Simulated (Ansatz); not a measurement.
# How strongly the parts of twisted Zr2CO2 MXene alternating trilayer, 13.17° (285 atoms) bind: runs compared

Aim: the interaction energy between the two parts of twisted Zr2CO2 MXene alternating trilayer, 13.17° (285 atoms) and its distance dependence.

Computed with Ansatz 0.2.0: Kohn-Sham DFT, PBE+D3(BJ), PAW (set soft_2), plane waves.

## Step 1: The cell as built

The cell holds 285 atoms: 57 C, 114 Zr and 114 O. Cell: a = 14.428 Å, b = 14.428 Å, c = 31.490 Å, α = 90.0°, β = 90.0°, γ = 120.0°. It derives from Zr2CO2 (Zr2CO2 MXene). Zr2CO2 MXene (a = 3.31 Å) under Zr2CO2 MXene (a = 3.31 Å), alternating trilayer, commensurate cell of 19 unit cells a layer, twist 13.17 deg; facing planes 2.88, 2.81 Å apart; 12 Å of vacuum; layers as built, displaced by a Gaussian of 0.01 Å. Regions: layer 1, 95 atoms (19 C, 38 Zr and 38 O); layer 2, 95 atoms (19 C, 38 Zr and 38 O); layer 3, 95 atoms (19 C, 38 Zr and 38 O). Vacuum lies along c.

## Step 2: The reference run

The reference is a single point at the end of the relaxation.

The parts (lower: layer 1 and layer 2 and upper: layer 3) keep their atoms where they stand in it, and shifted cells move the upper part rigidly.

Its input, with most atom lines left out:

```yaml
crystal:
  lattice:
    - [14.428, 0.0, 0.0]
    - [-7.214, 12.49501, 0.0]
    - [0.0, 0.0, 31.49]
  atoms:
    - { symbol: C, position: [0.05288, 0.63181, 0.26733] }
    - { symbol: Zr, position: [0.17622, 0.77276, 0.3117] }
    - { symbol: Zr, position: [0.19312, 0.64912, 0.22336] }
    - { symbol: O, position: [0.1928, 0.64962, 0.34078] }
    - { symbol: O, position: [0.1759, 0.77192, 0.19405] }
    - { symbol: C, position: [0.15854, 0.89512, 0.26697] }
    - { symbol: Zr, position: [0.28145, 0.03589, 0.31112] }
    [... atom lines 8 to 285 left out ...]
kpoints:
  mp_grid: { grid: [3, 3, 1] }
hamiltonian:
  xc: pbe
  dispersion: d3bj
scf:
  occupations: { method: fermi_dirac, width: 0.025 }
output:
  forces: true
  populations: intrinsic
  dos:
    method: { smearing: { sigma: 0.1 } }
    de: 0.1
    projected: { site_lists: { C: [C], O: [O], Zr: [Zr] } }
  eigenvalues: true
  write_density: true
  write_potential: true
  volumetric_format: npy
  elf: true
```

```
free energy per atom   : -1952.1723 eV/atom
r.m.s. force component : 0.00388 eV/Å
```

Filled and empty levels are parted by 1.00 eV (on the run's k-points); a semilocal functional tends to put such gaps too low.

## Step 3: The runs

Each row is one run, on 1 × NVIDIA H100 80GB HBM3 with 6 threads of AMD EPYC 7R13 (Zen 3), shared host. The free energy is the program's total, comparable only between runs with the same functional, potentials and atoms, or as a whole against its parts.

| run | atoms | outcome | ionic steps, all passes | free energy (eV) | time | host memory (GiB) |
| --- | --- | --- | --- | --- | --- | --- |
| Single point at the start | 285 | refused | - | - | 8.5 s | 1.0 |
| Relaxation | 285 | converged | 5 | -556369.094 | 3.3 min | 3.3 |
| Single point at the relaxed geometry | 285 | converged | - | -556369.094 | 74 s | 12 |
| The lower part alone | 190 | converged | - | -370910.939 | 33 s | 2.2 |
| The upper part alone | 95 | converged | - | -185453.048 | 14 s | 2.4 |
| Upper part moved by +0.3 Å | 285 | converged | - | -556368.717 | 39 s | 2.5 |
| Upper part moved by -0.3 Å | 285 | converged | - | -556368.641 | 40 s | 2.5 |
| Upper part moved by +0.8 Å | 285 | converged | - | -556367.669 | 38 s | 2.5 |
| Upper part moved by +1.6 Å | 285 | converged | - | -556366.303 | 37 s | 2.5 |
| Upper part moved by +3 Å | 285 | converged | - | -556365.197 | 34 s | 2.5 |
| Whole cell, LDA | 285 | converged | - | -542336.651 | 31 s | 2.5 |
| Lower part, LDA | 190 | converged | - | -361557.368 | 21 s | 2.1 |
| Upper part, LDA | 95 | converged | - | -180778.031 | 15 s | 2.3 |
| Whole cell, PBE+D4 | 285 | converged | - | -556349.688 | 32 s | 2.5 |
| Lower part, PBE+D4 | 190 | converged | - | -370898.878 | 18 s | 2.1 |
| Upper part, PBE+D4 | 95 | converged | - | -185448.170 | 9.8 s | 2.3 |

In some runs the program notes that it cut back its plan to fit the GPU's memory, it cut back its work space to fit the memory limit and the exchange-correlation potential is rough where the density is thin.

## Step 4: Interaction energy

Whole cell less its two parts, each frozen at the geometry of the whole and solved in the same cell with the same functional, so that energy zeros cancel. The upper part is 'layer 3' and the lower part 'layer 1 and layer 2', so the cut is under the top layer, which needn't be the twisted interface. The nearest atoms of the two parts stand 2.82 Å apart. The face is 180.3 Å².

| functional | interaction energy (eV) | of it, the added dispersion term (eV) | per area (meV/Å²) | per area (J/m²) | per atom of the upper part (meV) |
| --- | --- | --- | --- | --- | --- |
| PBE+D3(BJ) | -5.107 | -5.819 | -28.3 | -0.45 | -53.8 |
| LDA | -1.252 | - | -6.9 | -0.11 | -13.2 |
| PBE+D4 | -2.640 | -3.351 | -14.6 | -0.23 | -27.8 |

## Step 5: Energy against separation

The upper part is moved rigidly along the normal from its place in the reference.

| shift (Å) | energy change (eV) | per area (meV/Å²) | share of the binding lost (%) | gap (eV) |
| --- | --- | --- | --- | --- |
| -0.3 | 0.454 | 2.52 | - | 0.993 |
| +0.0 | 0.000 | 0.00 | - | 1.00 |
| +0.3 | 0.377 | 2.09 | 7 | 1.01 |
| +0.8 | 1.425 | 7.90 | 28 | 1.01 |
| +1.6 | 2.792 | 15.49 | 55 | 1.01 |
| +3.0 | 3.897 | 21.62 | 76 | 1.01 |

## Step 6: Levels of whole and parts

| cell | gap (eV) | vacuum level at the upper face, over the highest filled level, or over E_F where no gap is given (eV) | moment (μB) |
| --- | --- | --- | --- |
| whole | 1.00 | 5.35 | no spin |
| lower part | 1.01 | 5.31 | no spin |
| upper part | 1.02 | 5.34 | no spin |

## Step 7: Outcome

The parts bind with 28.3 meV/Å² (5.11 eV for the cell) at the level PBE+D3(BJ), the size of van der Waals binding between sheets. The added dispersion term contributes -5.819 eV, the functional itself 0.711 eV. At this one geometry the functionals range from -28.3 (PBE+D3(BJ)) to -6.9 meV/Å² (LDA). The curvature over ±0.3 Å is 0.82×10²⁰ N/m³. At +3.0 Å, 76 % of the binding is lost; the shift also narrows the vacuum to the periodic image. On the run's k-points the gap of the whole, 1.00 eV, lies 0.0076 eV under the smaller of the parts'.

**Limits.** The parts are frozen, so the energy of their deformation isn't counted. No correction is made for dipoles across the vacuum, and the parts also feel their periodic images through it.

The DFT runs together took 11 min of wall time.

[Logs are printed without paths, hosts, clocks, repeated set-up lines and the standing remarks that a program may print on its own settings, such as how far it seeks lower states.]

[Hosts, paths, dates, database ids (printed as entryN), source tags and the programs' standing remarks are cut or masked in the printed files.]
